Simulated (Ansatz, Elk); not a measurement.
# How far do independent atoms describe CuRe?

Structure refinements treat a crystal as free atoms side by side. For a made-up structure of CuRe (cell and positions from a PBE relaxation) the runs below show what the calculated density changes in F(hkl).

Program: Elk 11.2.3 (patched build). Level of theory: DFT, PBE, all-electron APW+lo, Dirac cores, scalar-relativistic bands, static density, no spin. Results are calculated unless marked as measured.

This account leaves out most program logs.

The structure was built from a prototype and need not be the compound's stable phase.

## Step 1: The structure

It takes space group P-6m2 (No. 187, hexagonal). The conventional cell has a = 2.672 Å, b = 2.672 Å, c = 4.444 Å, α = 90.00°, β = 90.00°, γ = 120.00°. Re has 6 Re at 2.67 Å and 6 Cu at 2.70 Å nearest. Nearest to Cu lie 6 Cu at 2.67 Å and 6 Re at 2.70 Å. Farther neighbours are not listed.

## Step 2: Ground state and structure factors

An all-electron density is needed, since X-rays see the cores too. Task 0 finds the density and task 195 Fourier-transforms it; tshift is off so that phases refer to the origin typed.

elk.in reads:

```
tasks
  0
  195

xctype
  20

spinpol
  .false.

rgkmax
  7.0

gmaxvr
  14.0

lmaxo
  7

lmaxapw
  8

swidth
  0.002

tshift
  .false.

ramdisk
  .false.

hmaxvr
  5.5

maxscl
  120

epspot
  1e-06

sppath
  './'

avec
  5.04959245458 0.00000000000 0.00000000000
  -2.52479622729 4.37307534442 0.00000000000
  0.00000000000 0.00000000000 8.39720868826

atoms
  2
  'Re.in'
  1
  -0.0000000000 -0.0000000000 0.5000000000   0.000000 0.000000 0.000000
  'Cu.in'
  1
  0.6666666667 0.3333333333 0.0000000000   0.000000 0.000000 0.000000

ngridk
  10 10 5
```

Command:

```sh
OMP_NUM_THREADS=4 elk
```

Elapsed: 19 s, on 4 threads of Arm Neoverse V2, shared host; peak memory 0.2 GiB.

SFACRHO.OUT:

```text

h k l indices transformed by vhmat matrix:
   1.000000000       0.000000000       0.000000000    
   0.000000000       1.000000000       0.000000000    
   0.000000000       0.000000000       1.000000000    

      h      k      l  multipl.   |H|            Re(F)            Im(F)           |F|

      0      0      0      1   0.0000000       104.00000      0.10147038E-17   104.00000    
      0      0      1      2  0.74824689      -43.461199      0.82842599E-14   43.461199    
     -1      0      0      3   1.4367887       50.635311       19.579158       54.288840    
      1      0      0      3   1.4367887       50.635311      -19.579158       54.288840    
      0      0     -2      2   1.4964938       83.688003      0.15107207E-13   83.688003    
      1     -1     -1      6   1.6199491      -70.717231       18.677434       73.142144    
      0     -1     -1      6   1.6199491      -70.717231      -18.677434       73.142144    
     -1      1      2      6   2.0745736       45.749709      -16.624879       48.676714    
      1     -1     -2      6   2.0745736       45.749709       16.624879       48.676714    
      0      0     -3      2   2.2447407      -35.522372     -0.19902343E-13   35.522372    
     -2      1      0      6   2.4885911       68.711454     -0.10831507E-07   68.711454    
      2     -1     -1     12   2.5986456      -33.761290      0.10512305E-07   33.761290    
     -1      0      3      6   2.6651871      -58.080176       14.244123       59.801353    
      1      0      3      6   2.6651871      -58.080176      -14.244123       59.801353    
     -2      0      0      3   2.8735774       40.334187      -13.415054       42.506591    
      2      0      0      3   2.8735774       40.334187       13.415054       42.506591    
      2     -1      2     12   2.9038903       63.143196      0.96685544E-08   63.143196    
     -2      0      1      6   2.9693974      -54.814135      -13.087467       56.354868
```

Elk indexes on the primitive cell of elk.in and gives |H| = 4π sin θ/λ in inverse bohr. Below, one row stands for each form hkl of the conventional cell (m members, Friedel mates merged), F is for one primitive cell and the density is static (no thermal factor). Free-atom factors are Waasmaier and Kirfel's, and R is Σm||F|−|F'||/Σm|F|.

```
hkl   m  sin θ/λ (Å⁻¹)  abs F, DFT  neutral atoms   diff.  abs of complex diff.
001   2          0.113      43.461         43.259  +0.203                 0.203
100   6          0.216      54.289         54.453  -0.164                 0.301
002   2          0.225      83.688         84.140  -0.452                 0.452
101  12          0.244      73.142         73.660  -0.517                 0.551
102  12          0.312      48.677         48.783  -0.106                 0.220
003   2          0.338      35.522         35.266  +0.256                 0.256
110   6          0.374      68.712         68.804  -0.093                 0.093
111  12          0.391      33.761         33.666  +0.095                 0.095
103  12          0.401      59.801         59.823  -0.022                 0.033
200   6          0.432      42.507         42.440  +0.066                 0.095
112  12          0.437      63.143         63.169  -0.026                 0.026
201  12          0.447      56.355         56.316  +0.038                 0.045
004   2          0.450      62.232         62.039  +0.193                 0.193
202  12          0.487      39.890         39.897  -0.007                 0.025
104  12          0.499      39.385         39.371  +0.014                 0.036
113  12          0.504      30.474         30.545  -0.071                 0.071
203  12          0.548      49.456         49.504  -0.049                 0.062
005   2          0.563      29.051         29.067  -0.016                 0.016
210  12          0.572      36.402         36.422  -0.020                 0.045
211  24          0.583      47.483         47.490  -0.007                 0.035
114  12          0.585      52.078         52.121  -0.043                 0.043
105  12          0.603      46.382         46.369  +0.014                 0.056
```

## Step 3: The highest occupied states alone

An energy window below the Fermi level keeps the highest occupied states, to see at which angles they scatter; shallow core shells can lie inside it and anion s states outside. No new self-consistency is needed.

elk.in, as its differences from that of step 2:

```diff
@@ -1,3 +1,2 @@
 tasks
-  0
   195
@@ -40,2 +39,5 @@
 
+wsfac
+  0.023590 0.691080
+
 sppath
```

Command:

```sh
OMP_NUM_THREADS=4 elk
```

Wall time 2.7 s (4 threads); peak memory 0.16 GiB.

States within 10 eV below the Fermi level hold 18.00 electrons; any levels below the window count with the cores. Their amplitudes can exceed the total, where window and core parts have opposite phase:

```
hkl  sin θ/λ (Å⁻¹)  abs F, window  abs F, all
001          0.113          4.904      43.461
100          0.216          5.894      54.289
002          0.225          7.132      83.688
101          0.244          6.027      73.142
102          0.312          4.377      48.677
003          0.338          3.809      35.522
110          0.374          3.556      68.712
111          0.391          3.292      33.761
103          0.401          3.179      59.801
200          0.432          2.765      42.507
```

## Step 4: Another try

In this try the input is made faulty on purpose, to show what that does.

The input is changed as shown.

elk.in, as its differences from that of step 3:

```diff
@@ -1,2 +1,3 @@
 tasks
+  0
   195
@@ -34,3 +35,3 @@
 maxscl
-  120
+  3
 
@@ -38,5 +39,2 @@
   1e-06
-
-wsfac
-  0.023590 0.691080
```

Command:

```sh
OMP_NUM_THREADS=4 elk
```

The job ended after 5.5 s (4 threads; peak memory 0.16 GiB).

The run stopped without converging, so none of its numbers is a property of the system.

The fault put into the input: too few SCF loops.

## Step 5: Another functional

The difference from free atoms is small, so it is set against the change that LDA (Perdew-Wang) makes.

elk.in, as its differences from that of step 4:

```diff
@@ -5,3 +5,3 @@
 xctype
-  20
+  3
 
@@ -35,3 +35,3 @@
 maxscl
-  3
+  120
```

Command:

```sh
OMP_NUM_THREADS=4 elk
```

Wall time 12 s (4 threads); peak memory 0.16 GiB.

Against the first run R = 0.01 %; the largest change is -0.029 at 110.

## Step 6: Basis size

A smaller basis shows how fast F responds to it; the change is likely larger than the basis error of the first run, but doesn't show convergence.

elk.in, as its differences from that of step 5:

```diff
@@ -5,3 +5,3 @@
 xctype
-  3
+  20
 
@@ -11,3 +11,3 @@
 rgkmax
-  7.0
+  5.5
```

Command:

```sh
OMP_NUM_THREADS=4 elk
```

Wall time 17 s (4 threads); peak memory 0.17 GiB.

Against the first run R = 0.02 %; the largest change is +0.078 at 110.

## Step 7: A coarser k-mesh

About half the k-points along each axis test the sampling.

elk.in, as its differences from that of step 6:

```diff
@@ -11,3 +11,3 @@
 rgkmax
-  5.5
+  7.0
 
@@ -58,2 +58,2 @@
 ngridk
-  10 10 5
+  5 5 2
```

Command:

```sh
OMP_NUM_THREADS=4 elk
```

The job ended after 8.8 s (4 threads; peak memory 0.16 GiB).

Against the first run R = 0.01 %; the largest change is -0.066 at 002.

## Step 8: Settings against the effect

```
              run  R against the first run (%)  R against neutral atoms, low angle (%)  wall time
    PBE, rgkmax 7                         0.00                                    0.58       19 s
LDA (Perdew-Wang)                         0.01                                    0.58       12 s
       rgkmax 5.5                         0.02                                    0.62       17 s
     k-mesh 5×5×2                         0.01                                    0.59      8.8 s
```

## Step 9: Summary of results

```
R against neutral atoms, sin θ/λ < 0.3 Å⁻¹ : 0.58 %
R against neutral atoms, 0.3 to 0.82 Å⁻¹   : 0.17 %
```

**Reading.** Independent neutral atoms miss the calculated amplitudes by R = 0.58 % below 0.3 Å⁻¹ and 0.17 % from there to 0.82 Å⁻¹; by shells, 0.47 % below 0.15 Å⁻¹ (1 form), 0.59 % 0.15 to 0.3 (3 forms), 0.13 % 0.3 to 0.45 (8 forms), 0.18 % above 0.45 (35 forms). Bonding, aspherical density and the tables' own atoms all enter these figures, and the runs don't part them. The largest change of an amplitude is -0.52 electrons, at 101. R counts amplitudes alone; phases shift too. The window's part falls from 18.0 electrons at the origin to at most 2.69 between 0.45 and 0.82 Å⁻¹, where compact states inside the window still scatter. Below 0.3 Å⁻¹ the changes that finished (LDA (Perdew-Wang), rgkmax 5.5 and k-mesh 5×5×2) move F by R = 0.04 % at most, against the 0.58 % that separates it from free atoms. These runs have no spin, though d or f shells may be open. Spin-orbit coupling is left out, which can matter for elements this heavy. Part of the difference isn't bonding: the tables are fits to free atoms and ions calculated by other methods than this functional. Thermal motion, anomalous dispersion and extinction are left out.

[Logs are printed without paths, hosts, clocks, repeated set-up lines and the standing remarks that a program may print on its own settings, such as how far it seeks lower states.]

[Hosts, paths, dates, database ids (printed as entryN), source tags and the programs' standing remarks are cut or masked in the printed files.]
